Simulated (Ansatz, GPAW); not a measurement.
**How MoS3 (model structure) absorbs and reflects light**

Aim: the dielectric function of MoS3 (model structure), and the optical constants that follow from it. The cell was made here by substitution or stacking, whether or not such a phase is known. It was built so: All O replaced by S and W replaced by Mo in the Pm-3m structure of WO3. The cell is first relaxed with Ansatz.

Main program and level: GPAW 26.7.0; DFT, PBE, plane-wave PAW (GPAW data sets), scalar-relativistic, RPA, optical limit.

### 1. The structure

The structure is cubic, space group Pm-3m (No. 221). The conventional cell has a = 4.843 Å, b = 4.843 Å, c = 4.843 Å, α = 90.00°, β = 90.00°, γ = 90.00°. Nearest to Mo lie 6 S at 2.42 Å. Nearest to S lie 2 Mo at 2.42 Å. All O replaced by S and W replaced by Mo in the Pm-3m structure of WO3. Farther neighbours and most contacts between anions are not listed.

### 2. Relaxation

Spectra hang on bond lengths, so the cell is first brought to its minimum.

This step: DFT, PBE, plane-wave PAW, default files, scalar-relativistic, relaxation (Ansatz 0.2.0).

The input, input.yaml:

```yaml
crystal:
  lattice:
    - [4.84339554, 0.0, 0.0]
    - [0.0, 4.84339554, 0.0]
    - [0.0, 0.0, 4.84339554]
  atoms:
    - { symbol: Mo, position: [0.0, 0.0, 0.0] }
    - { symbol: S, position: [0.5, 0.0, 0.0] }
    - { symbol: S, position: [0.0, 0.5, 0.0] }
    - { symbol: S, position: [0.0, 0.0, 0.5] }
kpoints:
  mp_grid: { grid: [5, 5, 5] }
scf:
  occupations: { method: fermi_dirac, width: 0.05 }
hamiltonian:
  xc: pbe
output:
  forces: true
  stress: true
relax:
  f_tol: 0.02
  max_steps: 50
  cell: {}
```

The run is started by

```bash
> ansatz run input.yaml --threads 1 --pin off --max-ram 4096MiB --backend cpu --events-out ev --progress --plain --runs-dir out
```

Numbers of over 12 decimals in the logs are rounded to 6 here.

Log:

```text
Engine: ansatz 0.2.0, aarch64-unknown-linux-gnu
Pseudopotentials: kind: paw
Pseudopotential: Mo, paw, valence charge 14, recommended cutoff 420 eV (normal), Mo.paw.azcp
Pseudopotential: S, paw, valence charge 6, recommended cutoff 420 eV (normal), S.paw.azcp
Functional definition: PBE
  parameter kappa = 0.804
  parameter beta = 0.066725
  exchange = pbe_x(kappa = kappa, mu = beta*pi^2/3)
  correlation = pbe_c(beta = beta)
Crystal: 4 atoms, lattice volume = 113.619 Å³
Basis set: ecut = 420 eV, 2205 PW (Γ), exchange–correlation on 72×72×72 points (8 copies of the dense FFT grid, shifted against one another)
Bands: 20, of which v1, the nominal top of the filled ones, is band 16 counted from 1 (15 counted from 0)
Symmetry: 48 space group operations
Space group: Pm-3m (ITA 221), of the structure as read, at distance tolerance 4.8e-5 Å
k-points: 10 of 125
Non-local potential: Mo, projectors of the file, l = 0: 3, l = 1: 2, l = 2: 2, l = 3: 1
Non-local potential: S, projectors of the file, l = 0: 2, l = 1: 2, l = 2: 2
PAW form: soft (Blöchl's): semilocal exchange-correlation on the pseudo side does not see the compensation charge
PAW one-centre angular grid: Mo, 590 points (default); XC on 64 Gauss nodes
PAW one-centre angular grid: S, 110 points (default); XC on 64 Gauss nodes
Initial density: superposition of atomic densities (neutral atoms: chi_scale 0, normalization atom), corrected by the library's trained network
Initial wavefunctions: pseudopotential atomic-orbital guess
Functional: x = pbe(κ = 0.804, μ = 0.219515), c = pbe(β = 0.066725)
SCF iter   1: F=—  HF=-7661.887073 eV  |F-HF|=—  |Δ(HF+E_count)|=         —  Δρ=2.69e-3  dr2=1.61e-2  ethr=1.77e-3  ⟨swp⟩=6.2  Hψ=2185  notcnv=0
automatic band count: the SCF goes on with 24 bands, as 20 were too few: the levels above may hold too much charge
preconditioner: auto → LDOS  [metal: Δε(μ)=0.049 eV  Ē_g=8.919 eV  σ=0.050 eV  W_gap=0.23  n_scr=18 (ndim 8)  ℏωp=17.1 eV  f_vac=0.181  D(μ)=7.76/eV (n_scr^D=80)  β→1.0]
SCF iter   2: F=—  HF=-7661.889879 eV  |F-HF|=—  |Δ(HF+E_count)|=   2.81e-3  Δρ=5.51e-4  dr2=2.07e-4  ethr=5.03e-5  ⟨swp⟩=2.6  Hψ=510  notcnv=0  defer=4
SCF iter   3: F=—  HF=-7661.890036 eV  |F-HF|=—  |Δ(HF+E_count)|=   1.57e-4  Δρ=1.56e-4  dr2=5.35e-5  ethr=6.46e-7  ⟨swp⟩=2.0  Hψ=463  notcnv=0  defer=4
SCF iter   4: F=—  HF=-7661.890243 eV  |F-HF|=—  |Δ(HF+E_count)|=   2.07e-4  Δρ=3.64e-5  dr2=3.61e-6  ethr=1.67e-7  ⟨swp⟩=1.5  Hψ=255  notcnv=0  defer=4
SCF iter   5: F=—  HF=-7661.890242 eV  |F-HF|=—  |Δ(HF+E_count)|=   9.47e-7  Δρ=1.21e-5  dr2=2.41e-7  ethr=1.13e-8  ⟨swp⟩=2.6  Hψ=365  notcnv=0  defer=4
SCF iter   6: F=-7661.890242 eV  HF=-7661.890242 eV  |F-HF|=8.50e-9  |Δ(HF+E_count)|=   4.79e-9  Δρ=2.46e-6  dr2=1.19e-8  ethr=3.13e-10  ⟨swp⟩=4.0  Hψ=783  notcnv=0
SCF 1 converged in 6 iterations: F = -7661.890242 eV  dr2 = 1.19e-8
  greatest PAW one-centre occupation: 0.998 electrons in one spin orbital (limit 2), on the Mo atom at site 0 (counted from 0), in its partial waves of l = 0
relax step   1: F+E_penalty+E_count = -7661.89024181 eV  Δ(F+E_penalty+E_count) = +0.000e0 eV  max|allowed force component| = 6.442e-30 eV/Å  Δτ_max = 0.0000 Å  P = -6.702 GPa  Ω = 113.619 Å³  (6 SCF iters, dr2 threshold 1.00e-7 eV, accepted)
Crystal: 4 atoms, lattice volume = 100.757 Å³
Basis set: ecut = 420 eV, 1935 PW (Γ), exchange–correlation on 72×72×72 points (8 copies of the dense FFT grid, shifted against one another)
Bands: 24, of which v1, the nominal top of the filled ones, is band 16 counted from 1 (15 counted from 0)
Initial density: handed on by an earlier stage of this run
Initial wavefunctions: those handed on with the density
iter 1 solved again at ethr=1.52e-4 eV; its pass at ethr=3.10e-3 eV (dr2=4.85e-2 eV) is discarded
SCF iter   1: F=—  HF=-7662.139969 eV  |F-HF|=—  |Δ(HF+E_count)|=         —  Δρ=6.13e-3  dr2=4.93e-2  ethr=1.52e-4  ⟨swp⟩=1.5  Hψ=1358  notcnv=0
preconditioner: auto → LDOS  [metal: Δε(μ)=0.029 eV  Ē_g=9.546 eV  σ=0.050 eV  W_gap=0.14  n_scr=18 (ndim 8)  ℏωp=18.1 eV  f_vac=0.137  D(μ)=8.73/eV (n_scr^D=92)  β→1.0]
SCF iter   2: F=—  HF=-7662.124084 eV  |F-HF|=—  |Δ(HF+E_count)|=   1.59e-2  Δρ=2.20e-3  dr2=3.00e-3  ethr=1.52e-4  ⟨swp⟩=2.2  Hψ=439  notcnv=0
SCF iter   3: F=—  HF=-7662.124798 eV  |F-HF|=—  |Δ(HF+E_count)|=   7.14e-4  Δρ=6.66e-4  dr2=7.30e-4  ethr=9.36e-6  ⟨swp⟩=2.7  Hψ=399  notcnv=0
SCF iter   4: F=—  HF=-7662.124753 eV  |F-HF|=—  |Δ(HF+E_count)|=   4.42e-5  Δρ=2.07e-4  dr2=5.27e-5  ethr=2.28e-6  ⟨swp⟩=2.0  Hψ=365  notcnv=0
SCF iter   5: F=—  HF=-7662.124792 eV  |F-HF|=—  |Δ(HF+E_count)|=   3.89e-5  Δρ=6.32e-5  dr2=6.20e-6  ethr=1.65e-7  ⟨swp⟩=2.3  Hψ=378  notcnv=0
SCF iter   6: F=-7662.124792 eV  HF=-7662.124792 eV  |F-HF|=2.73e-7  |Δ(HF+E_count)|=   3.82e-7  Δρ=1.25e-5  dr2=3.05e-7  ethr=1.25e-9  ⟨swp⟩=3.5  Hψ=857  notcnv=0
SCF 2 converged in 6 iterations: F = -7662.124792 eV  dr2 = 3.05e-7
relax step   2: F+E_penalty+E_count = -7662.12479162 eV  Δ(F+E_penalty+E_count) = -2.345e-1 eV  max|allowed force component| = 9.286e-31 eV/Å  Δτ_max = 0.0000 Å  P = +1.866 GPa  Ω = 100.757 Å³  energy of the carried Pulay correction = +6.388e-4 eV  (6 SCF iters, dr2 threshold 4.00e-7 eV, accepted)
Crystal: 4 atoms, lattice volume = 103.303 Å³
Basis set: ecut = 420 eV, 2007 PW (Γ), exchange–correlation on 72×72×72 points (8 copies of the dense FFT grid, shifted against one another)
iter 1 solved again at ethr=1.39e-5 eV; its pass at ethr=3.10e-3 eV (dr2=4.45e-3 eV) is discarded
SCF iter   1: F=—  HF=-7662.137339 eV  |F-HF|=—  |Δ(HF+E_count)|=         —  Δρ=1.50e-3  dr2=4.00e-3  ethr=1.39e-5  ⟨swp⟩=1.6  Hψ=1290  notcnv=0
preconditioner: auto → LDOS  [metal: Δε(μ)=0.009 eV  Ē_g=9.383 eV  σ=0.050 eV  W_gap=0.05  n_scr=18 (ndim 8)  ℏωp=17.9 eV  f_vac=0.160  D(μ)=8.10/eV (n_scr^D=80)  β→1.0]
SCF iter   2: F=—  HF=-7662.136342 eV  |F-HF|=—  |Δ(HF+E_count)|=   9.98e-4  Δρ=4.87e-4  dr2=1.52e-4  ethr=1.25e-5  ⟨swp⟩=2.6  Hψ=380  notcnv=0
SCF iter   3: F=—  HF=-7662.136442 eV  |F-HF|=—  |Δ(HF+E_count)|=   9.99e-5  Δρ=1.22e-4  dr2=2.71e-5  ethr=4.74e-7  ⟨swp⟩=2.1  Hψ=367  notcnv=0
SCF iter   4: F=—  HF=-7662.136439 eV  |F-HF|=—  |Δ(HF+E_count)|=   2.70e-6  Δρ=4.49e-5  dr2=2.60e-6  ethr=8.46e-8  ⟨swp⟩=2.7  Hψ=387  notcnv=0
SCF iter   5: F=-7662.136439 eV  HF=-7662.136439 eV  |F-HF|=2.58e-7  |Δ(HF+E_count)|=   2.81e-7  Δρ=1.41e-5  dr2=3.17e-7  ethr=1.25e-9  ⟨swp⟩=4.9  Hψ=841  notcnv=0
SCF 3 converged in 5 iterations: F = -7662.136439 eV  dr2 = 3.17e-7
relax step   3: F+E_penalty+E_count = -7662.13643897 eV  Δ(F+E_penalty+E_count) = -1.165e-2 eV  max|allowed force component| = 2.593e-31 eV/Å  Δτ_max = 0.0000 Å  P = -0.334 GPa  Ω = 103.303 Å³  energy of the carried Pulay correction = +5.063e-4 eV  (5 SCF iters, dr2 threshold 4.00e-7 eV, accepted)
[...]
relax step   4: F+E_penalty+E_count = -7662.13688591 eV  Δ(F+E_penalty+E_count) = -4.469e-4 eV  max|allowed force component| = 2.907e-31 eV/Å  Δτ_max = 0.0000 Å  P = -0.012 GPa  Ω = 102.909 Å³  energy of the carried Pulay correction = +5.266e-4 eV  (4 SCF iters, dr2 threshold 2.79e-7 eV, accepted)
Basis set: ecut = 420 eV, 2007 PW (Γ), exchange–correlation on 64×64×64 points (8 copies of the dense FFT grid, shifted against one another)
Initial wavefunctions: pseudopotential atomic-orbital guess (no wavefunctions were taken with the density)
iter 1 solved again at ethr=5.21e-7 eV; its pass at ethr=3.10e-3 eV (dr2=1.67e-4 eV) is discarded
SCF iter   1: F=—  HF=-7662.135885 eV  |F-HF|=—  |Δ(HF+E_count)|=         —  Δρ=9.55e-5  dr2=1.38e-6  ethr=5.21e-7  ⟨swp⟩=3.1  Hψ=1866  notcnv=0
preconditioner: auto → LDOS  [metal: Δε(μ)=0.035 eV  Ē_g=9.409 eV  σ=0.050 eV  W_gap=0.17  n_scr=18 (ndim 8)  ℏωp=17.9 eV  f_vac=0.157  D(μ)=8.30/eV (n_scr^D=92)  β→1.0]
SCF iter   2: F=—  HF=-7662.136288 eV  |F-HF|=—  |Δ(HF+E_count)|=   4.03e-4  Δρ=1.46e-5  dr2=1.38e-7  ethr=4.30e-9  ⟨swp⟩=2.1  Hψ=407  notcnv=0
SCF iter   3: F=—  HF=-7662.136288 eV  |F-HF|=—  |Δ(HF+E_count)|=   3.12e-8  Δρ=3.26e-6  dr2=1.37e-8  ethr=4.33e-10  ⟨swp⟩=2.0  Hψ=374  notcnv=0
SCF iter   4: F=—  HF=-7662.136288 eV  |F-HF|=—  |Δ(HF+E_count)|=  1.01e-10  Δρ=6.21e-7  dr2=5.73e-10  ethr=4.28e-11  ⟨swp⟩=2.3  Hψ=391  notcnv=0
SCF iter   5: F=—  HF=-7662.136288 eV  |F-HF|=—  |Δ(HF+E_count)|=  5.82e-11  Δρ=1.86e-7  dr2=4.25e-11  ethr=1.79e-12  ⟨swp⟩=2.8  Hψ=396  notcnv=0
SCF iter   6: F=-7662.136288 eV  HF=-7662.136288 eV  |F-HF|=1.82e-12  |Δ(HF+E_count)|=  2.27e-11  Δρ=5.42e-8  dr2=5.26e-12  ethr=1.00e-12  ⟨swp⟩=4.0  Hψ=738  notcnv=0
SCF 5 converged in 6 iterations: F = -7662.136288 eV  dr2 = 5.26e-12
relax step   5: F+E_penalty+E_count = -7662.13628828 eV  Δ(F+E_penalty+E_count) = +5.976e-4 eV  max|allowed force component| = 1.952e-30 eV/Å  Δτ_max = 0.0000 Å  P = -0.009 GPa  Ω = 102.909 Å³  stress off target by 9.38e-3 GPa  SCF on the basis re-selected at this cell (its energy is not comparable with the rows above)  (6 SCF iters)
basis re-selected at this cell: Δ(F+E_penalty+E_count) = +5.976e-4 eV, ΔP = +0.003 GPa vs the last step (what re-selecting the basis moved, of the pressure what is left beyond the Pulay correction that the steps carried, after the strain that the cell walked since its last selection, with what the two solves' SCF thresholds leave and, on support functions, any second-order correction that the steps lacked; it is no measure of the basis error at this ecutwfc). The dense FFT grid was sized anew with the basis: this SCF ran on 32×32×32 points, the steps before it on 36×36×36, so part of this shift can come from that change (see relax.cell in the input reference). [rest of the remark cut]
SCF converged after 6 iterations
Free energy (F): -7662.136288 eV
Harris-Foulkes:  -7662.136288 eV  (|F-HF|=1.82e-12)
Internal energy: -7662.072574 eV  (E = F + TS)
E sigma→0 (E₀):  -7662.104431 eV
Entropy (-TS):   -0.063714 eV (-15.929 meV/atom)
Fermi energy:    5.096784 eV
--- Per-component energies (eV) ---
  E_band       = -311.928312
  E_kinetic    = 757.033899
  E_local      = -2508.817260  (includes V_loc(G=0)·N_el)
  E_nonlocal   = 226.426588
  E_hartree    = 928.902548
  E_xc         = -471.607342
  E_vxc        = -486.897204  (∫ρ·V_xc dr)
  E_paw        = -5001.204744  (= ΣΔE_a)
  E_vpaw       = -157.479544  (= ΣTr[D̂ρ^β])
  E_aug_tail   = 0.000043  (compensation charges beyond the density's cutoff)
  E_ewald      = -1592.806306
  E_smearing   = -0.063714  (= −TS)
  E_closure    = 0.000000  (closes the sum)
  Σ components = -7662.136288   (vs F -7662.136288, Δ=0.00e0)
--- Forces (eV/Å), atoms counted from 1 ---
  atom   1  Mo    -0.00000000    -0.00000000    -0.00000000
  atom   2  S     -0.00000000    -0.00000000    -0.00000000
  atom   3  S     -0.00000000    -0.00000000     0.00000000
  atom   4  S     -0.00000000    -0.00000000    -0.00000000
  max |Σ_I F_I| component: 3.24e-30 eV/Å
--- Stress (GPa, compression-positive) ---
       -0.009379      -0.000000      -0.000000
       -0.000000      -0.009379       0.000000
       -0.000000       0.000000      -0.009379
  P = ⅓ Tr σ = -0.0094 GPa (-0.094 kbar)
--- Relaxed structure (4 steps of the walk, 4 accepted, 1 SCFs on fresh bases) ---
  F+E_penalty+E_count = -7662.13628828 eV   max|allowed force component| = 1.952e-30 eV/Å   (the final SCF, on the basis selected at the relaxed cell)
  cell:  # Å, volume = 102.9087 Å³
    - [4.686163, 0, 0]
    - [0, 4.686163, 0.0]
    - [0, 0.0, 4.686163]
  atoms:
    - { symbol: Mo, position: [0, 0, 0] }
    - { symbol: S, position: [0.5, 0, 0] }
    - { symbol: S, position: [0, 0.5, 0] }
    - { symbol: S, position: [0, 0, 0.5] }
```

Run time: 8.8 s. Hardware: 1 thread of Arm Neoverse V1, shared host; peak memory 0.34 GiB.

Step by step:

```csv
step,energy less that of the first step (eV),largest force component (eV/Å),pressure (GPa),volume (Å³)
1,0.0000,0.0000,-6.70,113.62
2,-0.2345,0.0000,1.87,100.76
3,-0.2462,0.0000,-0.33,103.30
4,-0.2466,0.0000,-0.01,102.91
5*,-0.2460,0.0000,-0.01,102.91
```

Relaxation steps marked * repeat the geometry before them on a plane-wave basis chosen anew for their cell, so energy and pressure can jump there.

The run keeps the 48 symmetry operations that it works with, so distortions that break them were not tested.

```csv
"conventional cell, symmetrised",before,after,change
a (Å),4.843,4.686,-3.2 %
b (Å),4.843,4.686,-3.2 %
c (Å),4.843,4.686,-3.2 %
volume (Å³/atom),28.40,25.73,-9.4 %
```

Final coordinates:

```cif
data_structure
_symmetry_space_group_name_H-M 'P 1'
_symmetry_Int_Tables_number 1
_cell_length_a 4.6862
_cell_length_b 4.6862
_cell_length_c 4.6862
_cell_angle_alpha 90.000
_cell_angle_beta 90.000
_cell_angle_gamma 90.000
_cell_volume 102.91
loop_
_atom_site_label
_atom_site_type_symbol
_atom_site_fract_x
_atom_site_fract_y
_atom_site_fract_z
_atom_site_occupancy
Mo1 Mo 0.00000 0.00000 0.00000 1
S2 S 0.50000 0.00000 0.00000 1
S3 S 0.00000 0.50000 0.00000 1
S4 S 0.00000 0.00000 0.50000 1
```

The relaxation ends with a pressure of -0.01 GPa.

(Part 1 of 3 ends here.)

[Machine, clock and banner lines and Python warnings are left out of the logs.]

[Logs are printed without paths, hosts, clocks, repeated set-up lines and the standing remarks that a program may print on its own settings, such as how far it seeks lower states.]

[Hosts, paths, dates, database ids (printed as entryN), source tags and the programs' standing remarks are cut or masked in the printed files.]
